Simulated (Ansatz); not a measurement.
**One crystal, many levels of theory: GaN (P6_3mc)**

What gap does each level of theory give for GaN (P6_3mc), and in what time?

Main program and level: Ansatz 0.2.0; density functionals, hybrids and G0W0, plane waves, PAW.

This is a report of a sequence of runs, with most program output left out.

The database entry behind the starting cell differs from later determinations by our own check (about 0.3 % short, ideal inner coordinate), so it need not match the best structure at ambient conditions.

In doubt: masses and optical values from hybrid runs of this build are listed as unsure (step 10), which bears on the screening that GW takes from such a start.

### 1. Starting point

The structure is hexagonal, space group P6_3mc (No. 186). Conventional cell: a = 3.180 Å, b = 3.180 Å, c = 5.166 Å, α = 90.00°, β = 90.00°, γ = 120.00°. Nearest to Ga lie 4 N at 1.94 to 1.95 Å. Nearest to N lie 4 Ga at 1.94 to 1.95 Å. Farther neighbours and most contacts between anions are not listed.

The cell and positions come from the Crystallography Open Database and are kept as given unless a step says otherwise. The default PAW set here is soft_2. Its files were made with PBE.

### 2. LDA on the 12×12×4 mesh

This step: DFT, LDA, plane waves, PAW.

Contents of input.yaml:

```yaml
crystal:
  lattice:
    - [3.18, 0.0, 0.0]
    - [-1.59, 2.753960784, 0.0]
    - [0.0, 0.0, 5.166]
  atoms:
    - { symbol: Ga, position: [0.3333333333, 0.6666666667, 0.0] }
    - { symbol: Ga, position: [0.6666666667, 0.3333333333, 0.5] }
    - { symbol: "N", position: [0.3333333333, 0.6666666667, 0.375] }
    - { symbol: "N", position: [0.6666666667, 0.3333333333, 0.875] }
kpoints:
  mp_grid: { grid: [12, 12, 4] }
  band_path:
    path:
      - [0.0, 0.0, 0.0]
      - [0.5, 0.0, 0.0]
      - [0.33333333, 0.33333333, 0.0]
      - [0.0, 0.0, 0.5]
      - [0.5, 0.0, 0.5]
      - [0.33333333, 0.33333333, 0.5]
    npoints: 1
hamiltonian:
  xc: lda
scf:
  occupations: { method: fixed }
  n_extra_bands: 5
output:
  eigenvalues: true
```

Run with:

```
> ansatz run input.yaml --threads 3 --pin off --max-ram 92160MiB --backend cuda --events-out ev --progress --plain --runs-dir out --devices 1 --max-vram 13GiB  # rebuilt from the run's record
```

It took 3.7 s on 1 × NVIDIA H100 80GB HBM3 (shared by 6 runs) with 3 threads of AMD EPYC 7R13 (Zen 3), shared host; peak memory 0.89 GiB.

This step gave:

```
gap                  : 1.973 eV
valence top at       : Γ
conduction bottom at : Γ
least direct gap     : 1.973 eV
```

Over mesh and listed points the gap is 1.973 eV, direct, at k = Γ.

### 3. PBE on the 12×12×4 mesh

Levels along a band path and on the mesh show where this functional puts the band edges.

This step: DFT, PBE, plane waves, PAW.

Contents of input.yaml:

```yaml
crystal:
  lattice:
    - [3.18, 0.0, 0.0]
    - [-1.59, 2.753960784, 0.0]
    - [0.0, 0.0, 5.166]
  atoms:
    - { symbol: Ga, position: [0.3333333333, 0.6666666667, 0.0] }
    - { symbol: Ga, position: [0.6666666667, 0.3333333333, 0.5] }
    - { symbol: "N", position: [0.3333333333, 0.6666666667, 0.375] }
    - { symbol: "N", position: [0.6666666667, 0.3333333333, 0.875] }
kpoints:
  mp_grid: { grid: [12, 12, 4] }
  band_path:
    path:
      - [[0.0, 0.0, 0.0], [0.5, 0.0, 0.0], [0.33333333, 0.33333333, 0.0], [0.0, 0.0, 0.0], [0.0, 0.0, 0.5], [0.5, 0.0, 0.5], [0.33333333, 0.33333333, 0.5], [0.0, 0.0, 0.5]]
      - [[0.5, 0.0, 0.5], [0.5, 0.0, 0.0]]
      - [[0.33333333, 0.33333333, 0.5], [0.33333333, 0.33333333, 0.0]]
    npoints: 10
hamiltonian:
  xc: pbe
scf:
  occupations: { method: fermi_dirac, width: 0.02 }
  n_extra_bands: 5
output:
  eigenvalues: true
  write_density: true
  write_potential: true
  elf: true
  volumetric_format: npy
```

Elapsed: 6.8 s, on 1 × NVIDIA H100 80GB HBM3 (shared by 6 runs) with 3 threads; peak memory 0.91 GiB.

Numbers from this step:

* filled bands: 18
* gap: 1.964 eV
* valence top at: Γ
* conduction bottom at: Γ
* least direct gap: 1.964 eV

Over mesh and path the gap is 1.964 eV, direct, at k = Γ. PBE against LDA: 1.964 − 1.973 = −0.009 eV, with the same mesh, files and cutoff, and both edges at the same k points.

### 4. PBE+SOC on the 12×12×4 mesh

This run has two-component orbitals with spin-orbit coupling.

This step: DFT, PBE with spin-orbit coupling, plane waves, PAW.

input.yaml, the sections that differ from step 3:

```yaml
kpoints:
  mp_grid: { grid: [12, 12, 4] }
  band_path:
    path:
      - [0.0, 0.0, 0.0]
      - [0.5, 0.0, 0.0]
      - [0.33333333, 0.33333333, 0.0]
      - [0.0, 0.0, 0.5]
      - [0.5, 0.0, 0.5]
      - [0.33333333, 0.33333333, 0.5]
    npoints: 1
scf:
  occupations: { method: fixed }
  n_extra_bands: 10
magnetization:
  noncollinear: true
  spin_orbit: true
# crystal, hamiltonian, output: as in step 3
```

The job ended after 10 s (1 × NVIDIA H100 80GB HBM3 (shared by 6 runs) with 3 threads; peak memory 0.99 GiB).

This step gave:

```
gap                  : 1.962 eV
valence top at       : Γ
conduction bottom at : Γ
least direct gap     : 1.962 eV
```

Over mesh and listed points the gap is 1.962 eV, direct, at k = Γ. PBE+SOC against PBE: 1.962 − 1.964 = −0.002 eV, with the same mesh, set of files (read in its fully relativistic form for the spin-orbit run) and cutoff, and both edges at the same k points. The spin-orbit run sees mesh and listed points alone, so its gap is an upper bound: the coupling can move an edge off these points, the more so as this crystal has no centre of inversion, and the change over the zone, its sign included where it is small, is not known.

### 5. r2SCAN on the 12×12×4 mesh

r2SCAN is a meta-GGA: it depends on the kinetic-energy density as well as on the density and its gradient.

This step: DFT, r2SCAN, plane waves, PAW.

Changes to input.yaml since step 4:

```diff
@@ -22,9 +22,6 @@
 hamiltonian:
-  xc: pbe
+  xc: r2scan
 scf:
   occupations: { method: fixed }
-  n_extra_bands: 10
-magnetization:
-  noncollinear: true
-  spin_orbit: true
+  n_extra_bands: 5
 output:
```

Wall time 6 s (1 × NVIDIA H100 80GB HBM3 (shared by 6 runs) with 3 threads); peak memory 0.96 GiB.

Numbers from this step:

```yaml
gap: 2.383 eV
valence_top_at: Γ
conduction_bottom_at: Γ
least_direct_gap: 2.383 eV
```

Over mesh and listed points the gap is 2.383 eV, direct, at k = Γ. r2SCAN against PBE: 2.383 − 1.964 = +0.419 eV. The runs also differ in plane-wave cutoff (420 eV and 500 eV), so how much of this comes from the functional alone is not known.

### 6. HSE06 on the 6×6×4 mesh

HSE06 mixes in a quarter of exact exchange at short range.

This step: DFT, HSE06, plane waves, PAW.

Changes to input.yaml since step 5:

```diff
@@ -11,3 +11,3 @@
 kpoints:
-  mp_grid: { grid: [12, 12, 4] }
+  mp_grid: { grid: [6, 6, 4] }
   band_path:
@@ -22,3 +22,3 @@
 hamiltonian:
-  xc: r2scan
+  xc: hse06
 scf:
@@ -28,5 +28 @@
   eigenvalues: true
-  write_density: true
-  write_potential: true
-  elf: true
-  volumetric_format: npy
```

Wall time 23 s (1 × NVIDIA H100 80GB HBM3 (shared by 6 runs) with 3 threads); peak memory 1.4 GiB.

Numbers from this step:

```
gap                     : 3.233 eV
valence top at          : Γ
conduction bottom at    : Γ
least direct gap        : 3.233 eV
exact-exchange fraction : 0.25
```

Over mesh and listed points the gap is 3.233 eV, direct, at k = Γ. HSE06 against PBE: 3.233 − 1.964 = +1.269 eV. The runs also differ in mesh (12×12×4 and 6×6×4), so how much of this comes from the functional alone is not known.

### 7. PBE0 on the 6×6×4 mesh

PBE0 mixes in a quarter of exact exchange at all distances.

This step: DFT, PBE0, plane waves, PAW.

Changes to input.yaml since step 6:

```diff
@@ -22,3 +22,3 @@
 hamiltonian:
-  xc: hse06
+  xc: pbe0
 scf:
```

It took 15 s on 1 × NVIDIA H100 80GB HBM3 (shared by 6 runs) with 3 threads; peak memory 1.4 GiB; 23 s of CPU time.

This step gave:

```
gap                     : 3.926 eV
valence top at          : Γ
conduction bottom at    : Γ
least direct gap        : 3.926 eV
exact-exchange fraction : 0.25
```

Over mesh and listed points the gap is 3.926 eV, direct, at k = Γ. PBE0 against HSE06: 3.926 − 3.233 = +0.693 eV, with the same mesh, files and cutoff, and both edges at the same k points.

### 8. DDH-PBE0 on the 6×6×4 mesh

The input asks for a share of exact exchange of one over the crystal's ε∞, which the program works out first.

This step: DFT, dielectric-dependent PBE0 (fraction 1/eps_inf of PBE), plane waves, PAW.

Changes to input.yaml since step 7:

```diff
@@ -10,2 +10,3 @@
     - { symbol: "N", position: [0.6666666667, 0.3333333333, 0.875] }
+  host: atoms
 kpoints:
@@ -22,3 +23,6 @@
 hamiltonian:
-  xc: pbe0
+  xc:
+    exchange: pbe
+    correlation: pbe
+    exx: { coeff: inverse_dielectric }
 scf:
@@ -28 +32,5 @@
   eigenvalues: true
+  write_density: true
+  write_potential: true
+  elf: true
+  volumetric_format: npy
```

The job ended after 43 s (1 × NVIDIA H100 80GB HBM3 (shared by 6 runs) with 3 threads; peak memory 2.2 GiB).

Numbers from this step:

```
gap                     : 3.301 eV
valence top at          : Γ
conduction bottom at    : Γ
least direct gap        : 3.301 eV
exact-exchange fraction : 0.1727
```

Over mesh and listed points the gap is 3.301 eV, direct, at k = Γ. DDH-PBE0 against PBE0: 3.301 − 3.926 = −0.625 eV, with the same mesh, files and cutoff, and both edges at the same k points.

### 9. G0W0@PBE, 6×6×4 mesh, 290 empty bands, screening to 200 eV

G0W0 replaces the xc potential by a self-energy built once from the orbitals of the start. Levels are corrected in the window of bands that the input names, at points of the mesh.

This step: G0W0 on PBE, plane waves, PAW.

Contents of input.yaml:

```yaml
crystal:
  lattice:
    - [3.18, 0.0, 0.0]
    - [-1.59, 2.753960784, 0.0]
    - [0.0, 0.0, 5.166]
  atoms:
    - { symbol: Ga, position: [0.3333333333, 0.6666666667, 0.0] }
    - { symbol: Ga, position: [0.6666666667, 0.3333333333, 0.5] }
    - { symbol: "N", position: [0.3333333333, 0.6666666667, 0.375] }
    - { symbol: "N", position: [0.6666666667, 0.3333333333, 0.875] }
kpoints:
  mp_grid: { grid: [6, 6, 4] }
hamiltonian:
  xc: pbe
scf:
  occupations: { method: fixed }
gw:
  n_empty_bands: 290
  ecut_chi: 200.0
  qp_bands: [v2, c2]
  qp_kpoints: band_edges
  screening: { model: contour_deformation }
```

Run time: 43 s. Hardware: 1 × NVIDIA H100 80GB HBM3 (shared by 6 runs) with 3 threads; peak memory 1.5 GiB.

Numbers from this step:

| Property | Result |
| --- | --- |
| bands summed | 308 |
| RPA ε∞ on this mesh (eigenvalues) | 5.869, 5.908, 5.908 |
| plane waves in the screening matrix | 287 |
| G0W0 gap over the corrected points | 3.119 eV |
| k of the valence top | 0, 0, 0 |
| k of the conduction bottom | 0, 0, 0 |
| starting gap on the mesh | 1.963 eV |
| Z at the valence top | 0.7700 |
| Z at the conduction bottom | 0.8047 |
| least direct G0W0 gap over the corrected points | 3.119 eV |

Over 15 of 21 irreducible mesh points the G0W0 gap is 3.119 eV, direct, at k = Γ. The PBE gap of this run on the mesh is 1.963 eV. The two states that bound the G0W0 gap lie that far apart at the start, so the correction of the gap is 3.119 − 1.963 = +1.156 eV.

### 10. G0W0@HSE06, 6×6×4 mesh, 135 empty bands, screening to 120 eV

This step: G0W0 on HSE06, plane waves, PAW.

Changes to input.yaml since step 9:

```diff
@@ -13,3 +13,3 @@
 hamiltonian:
-  xc: pbe
+  xc: hse06
 scf:
@@ -17,4 +17,4 @@
 gw:
-  n_empty_bands: 290
-  ecut_chi: 200.0
+  n_empty_bands: 135
+  ecut_chi: 120
   qp_bands: [v2, c2]
```

The job ended after 35 s (1 × NVIDIA H100 80GB HBM3 (shared by 6 runs) with 3 threads; peak memory 1.6 GiB).

Numbers from this step:

- bands summed: 153
- RPA ε∞ on this mesh (eigenvalues): 4.515, 4.515, 4.526
- plane waves in the screening matrix: 135
- G0W0 gap over the corrected points: 3.695 eV
- k of the valence top: 0, 0, 0
- k of the conduction bottom: 0, 0, 0
- starting gap on the mesh: 3.233 eV
- Z at the valence top: 0.8038
- Z at the conduction bottom: 0.8346
- least direct G0W0 gap over the corrected points: 3.695 eV

Over 15 of 21 irreducible mesh points the G0W0 gap is 3.695 eV, direct, at k = Γ. The HSE06 gap of this run on the mesh is 3.233 eV. The two states that bound the G0W0 gap lie that far apart at the start, so the correction of the gap is 3.695 − 3.233 = +0.462 eV. G0W0@HSE06 against G0W0@PBE with 153 bands (a further run, in the table below): 3.695 − 3.104 = +0.591 eV, with the same mesh, files and cutoffs, and both edges at the same k points.

### 11. G0W0@LDA, 6×6×4 mesh, 135 empty bands, screening to 120 eV

This step: G0W0 on LDA, plane waves, PAW.

Changes to input.yaml since step 10:

```diff
@@ -13,3 +13,3 @@
 hamiltonian:
-  xc: hse06
+  xc: lda
 scf:
```

It took 13 s on 1 × NVIDIA H100 80GB HBM3 (shared by 6 runs) with 3 threads; peak memory 1.1 GiB.

Numbers from this step:

```yaml
bands_summed: 153
rpa_eps_infinity_on_this_mesh_eigenvalues: 5.974, 6.045, 6.045
plane_waves_in_the_screening_matrix: 135
g0w0_gap_over_the_corrected_points: 3.142 eV
k_of_the_valence_top: 0, 0, 0
k_of_the_conduction_bottom: 0, 0, 0
starting_gap_on_the_mesh: 1.971 eV
z_at_the_valence_top: 0.7719
z_at_the_conduction_bottom: 0.8049
least_direct_g0w0_gap_over_the_corrected_points: 3.142 eV
```

Over 15 of 21 irreducible mesh points the G0W0 gap is 3.142 eV, direct, at k = Γ. The LDA gap of this run on the mesh is 1.971 eV. The two states that bound the G0W0 gap lie that far apart at the start, so the correction of the gap is 3.142 − 1.971 = +1.171 eV. G0W0@LDA against G0W0@HSE06 with 153 bands: 3.142 − 3.695 = −0.553 eV, with the same mesh, files and cutoffs, and both edges at the same k points.

### 12. Gap and time by level

Each gap is the least one over the points named; times are wall times on shared hosts, not benchmarks. A G0W0 time includes the run's own self-consistent start. Runs with listed points see these and the mesh alone, so an edge that moves elsewhere is missed. Rows marked * are further runs, not shown as steps, whose inputs differ from the G0W0 step on the same start in the columns given; solver thresholds can differ too.

```tsv
level	mesh	files, cutoff	bands summed, screening	points	gap (eV)	valence top	conduction bottom	least direct gap (eV)	time
LDA	12×12×4	soft_2 PAW, 420 eV	-	mesh and listed points	1.973	Γ	Γ	1.973	3.7 s
PBE	12×12×4	soft_2 PAW, 420 eV	-	mesh and path	1.964	Γ	Γ	1.964	6.8 s
PBE+SOC	12×12×4	soft_2 PAW, 420 eV	-	mesh and listed points	1.962	Γ	Γ	1.962	10 s
r2SCAN	12×12×4	soft_2 PAW, 500 eV	-	mesh and listed points	2.383	Γ	Γ	2.383	6 s
HSE06	6×6×4	soft_2 PAW, 420 eV	-	mesh and listed points	3.233	Γ	Γ	3.233	23 s
PBE0	6×6×4	soft_2 PAW, 420 eV	-	mesh and listed points	3.926	Γ	Γ	3.926	15 s
DDH-PBE0	6×6×4	soft_2 PAW, 420 eV	-	mesh and listed points	3.301	Γ	Γ	3.301	43 s
G0W0@PBE*	6×6×4	soft_2 PAW, 420 eV	65, 60 eV	15 of 21 irreducible mesh points	2.968	Γ	Γ	2.968	17 s
G0W0@PBE*	6×6×4	soft_2 PAW, 420 eV	153, 120 eV	15 of 21 irreducible mesh points	3.104	Γ	Γ	3.104	15 s
G0W0@PBE	6×6×4	soft_2 PAW, 420 eV	308, 200 eV	15 of 21 irreducible mesh points	3.119	Γ	Γ	3.119	43 s
G0W0@PBE*	6×6×2	soft_2 PAW, 420 eV	153, 120 eV	11 of 14 irreducible mesh points	3.071	Γ	Γ	3.071	9.8 s
G0W0@HSE06	6×6×4	soft_2 PAW, 420 eV	153, 120 eV	15 of 21 irreducible mesh points	3.695	Γ	Γ	3.695	35 s
G0W0@LDA	6×6×4	soft_2 PAW, 420 eV	153, 120 eV	15 of 21 irreducible mesh points	3.142	Γ	Γ	3.142	13 s
```

### 13. Results

```yaml
lda_over_mesh_and_listed_points: 1.973 eV
pbe_over_mesh_and_path: 1.964 eV
pbe_soc_over_mesh_and_listed_points: 1.962 eV
r2scan_over_mesh_and_listed_points: 2.383 eV
hse06_over_mesh_and_listed_points: 3.233 eV
pbe0_over_mesh_and_listed_points: 3.926 eV
ddh_pbe0_over_mesh_and_listed_points: 3.301 eV
g0w0_pbe_308_bands_6x6x4_over_15_of_21_irreducible_mesh_points: 3.119 eV
g0w0_hse06_over_15_of_21_irreducible_mesh_points: 3.695 eV
g0w0_lda_over_15_of_21_irreducible_mesh_points: 3.142 eV
known_limits: finite bands, screening cutoff and k mesh; no spin-orbit coupling in G0W0; d shells not analysed
```

What this shows: The rows run from 1.962 eV (PBE+SOC) to 3.926 eV (PBE0). They differ in mesh, plane-wave cutoff, bands and screening cutoff of G0W0 and the points over which the gap was sought as well as in level, so only pairs that share these are like for like. PBE against LDA: 1.964 − 1.973 = −0.009 eV, with the same mesh, files and cutoff, and both edges at the same k points. PBE+SOC against PBE: 1.962 − 1.964 = −0.002 eV, with the same mesh, set of files (read in its fully relativistic form for the spin-orbit run) and cutoff, and both edges at the same k points. The spin-orbit run sees mesh and listed points alone, so its gap is an upper bound: the coupling can move an edge off these points, the more so as this crystal has no centre of inversion, and the change over the zone, its sign included where it is small, is not known. PBE0 against HSE06: 3.926 − 3.233 = +0.693 eV, with the same mesh, files and cutoff, and both edges at the same k points. DDH-PBE0 against PBE0: 3.301 − 3.926 = −0.625 eV, with the same mesh, files and cutoff, and both edges at the same k points. G0W0@HSE06 against G0W0@PBE with 153 bands: 3.695 − 3.104 = +0.591 eV, with the same mesh, files and cutoffs, and both edges at the same k points. G0W0@LDA against G0W0@HSE06 with 153 bands: 3.142 − 3.695 = −0.553 eV, with the same mesh, files and cutoffs, and both edges at the same k points. The dielectric-dependent hybrid took 0.173 of exact exchange, against 0.25 in PBE0. G0W0@PBE (308 bands, 6×6×4) moves the gap of its own start on the mesh by 3.119 − 1.963 = +1.156 eV, between the same two levels. Both edges that PBE shows over mesh and path lie at k points where levels were corrected. Levels at other points were not corrected, so a lower G0W0 gap elsewhere in the zone is not ruled out. G0W0@HSE06 moves the gap of its own start on the mesh by 3.695 − 3.233 = +0.462 eV, between the same two levels. Both edges that HSE06 shows over mesh and listed points lie at k points where levels were corrected. Levels at other points were not corrected, so a lower G0W0 gap elsewhere in the zone is not ruled out. G0W0@LDA moves the gap of its own start on the mesh by 3.142 − 1.971 = +1.171 eV, between the same two levels. Both edges that LDA shows over mesh and listed points lie at k points where levels were corrected. Levels at other points were not corrected, so a lower G0W0 gap elsewhere in the zone is not ruled out. What spin-orbit coupling does to the G0W0 levels was not computed, so no sum with the G0W0 gap is formed. For G0W0@PBE: from 65 bands and 60 eV to 308 bands and 200 eV the gap moves by 3.119 − 2.968 = +0.151 eV (rung by rung 2.968, 3.104, 3.119 eV); bands and screening cutoff rise together, so their parts are not told apart. A line in one over the bands through the two highest rungs gives 3.119 + (3.119 − 3.104) × 153 / (308 − 153) = 3.134 eV, and through the pair below 3.104 + (3.104 − 2.968) × 65 / (153 − 65) = 3.204 eV. The two differ by 0.070 eV, not under the 0.030 eV asked, so the law does not hold well over these rungs and the limit is not known. The other G0W0 rows are shown at one basis each (153 bands), so their distance from the limit is not known here. With the 6×6×2 mesh in place of the 6×6×4 mesh and all else as in the G0W0@PBE row with 153 bands, the gap differs by 3.071 − 3.104 = −0.033 eV, and that of the start by 1.964 − 1.963 = +0.001 eV. The G0W0 runs are scalar-relativistic. One-shot GW is known to converge slowly in bands for compounds with shallow d shells. The cell holds Ga; the filling of the d shell and its place against the gap were not analysed here. G0W0@PBE runs of this series with other atomic data on the same mesh, not shown as steps, give 3.115 eV (hard PAW, 1020 eV, 161 bands, screening to 120 eV; the table's row with the same empty bands and screening cutoff has 3.104 eV); where bands and cutoffs differ too, the part of the files is not isolated.

[Paths, hosts, dates, memory and timing lines, banners, echoed tables and standing remarks are left out of the program output.]

[Logs are printed without paths, hosts, clocks, repeated set-up lines and the standing remarks that a program may print on its own settings, such as how far it seeks lower states.]

[Runs of the session that timed out or met a known fault of the program may be left out.]

[Cells called generated may have been cut or substituted from an entry of the Crystallography Open Database or the Materials Project.]

[Hosts, paths, dates, database ids (printed as entryN), source tags and the programs' standing remarks are cut or masked in the printed files.]

[Where an RPA ε∞ is given, it is that of the G0W0 mesh and is not shown converged in it. Names of k-points follow the symmetry that the program found, which can be lower than the space group named. Band edges on a path are those of the sampled points; other points can move an edge, and change direct to indirect where valleys lie close.]

[Hybrid gaps are those of their k-mesh and are not shown converged in it.]
